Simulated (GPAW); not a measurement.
# Surface energy and work function of Co(0001) from slabs of 3 to 12 layers (LDA)

How do energy and work function of Co(0001) films settle with thickness, and what surface energy follows?

Set-up. GPAW 26.7.0, plane waves at 450 eV with PAW setups; symmetric 1×1 slabs cut at the tabulated lattice constant (two decimals; low-temperature values for the alkali metals), atoms at bulk places, 7.5 Å of vacuum on each side, one in-plane mesh for all thicknesses, Fermi-Dirac smearing of 0.1 eV. Energies are extrapolated to zero smearing and count from the program's reference atoms. Functional LDA; spin-polarised. The cell's area is 5.456 Å².

The runs, one held back:

| layers | energy (eV) | work function (eV) |
| --- | --- | --- |
| 3 | −25.5958 | 5.35 |
| 4 | −34.7825 | 5.35 |
| 5 | −43.9568 | 5.34 |
| 6 | −53.1384 | 5.35 |
| 7 | −62.3166 | 5.36 |
| 8 | −71.4950 | 5.35 |
| 9 | −80.6729 | 5.35 |
| 10 | −89.8511 | 5.35 |
| 11 | −99.0300 | 5.35 |
| 12 | ? | ? |

**Question.** What surface energy do these runs give, and what energy and work function should the 12-layer slab have?

Worked answer. A slab of n layers has E(n) = nε + 2Aγ once its middle is bulk-like. A line through n = 6 to 11 has the slope ε = −9.1783 eV a layer and the intercept 2Aγ = 1.9313 eV (r.m.s. residual 0.2 meV). So γ = 1.9313 / (2 × 5.456 Å²) = 0.1770 eV/Å² = 2.84 J/m², with a standard error of under 0.01 J/m² from the scatter about the line. For 12 layers: 1.9313 + 12 × (−9.1783) = −108.208 eV; the run gives −108.208 eV, 0.1 meV over the line. The work function has no such law: from 6 to 11 layers it moves between 5.35 and 5.36 eV (mean 5.35), and the 12-layer slab gives 5.35 eV. The thinnest slab, 3 layers, lies 0.00 eV from that mean.

**Limits.** The surfaces are unrelaxed, so γ is an upper bound for this functional and lattice constant. The tabulated lattice constant isn't the functional's own, which strains the slab a little.
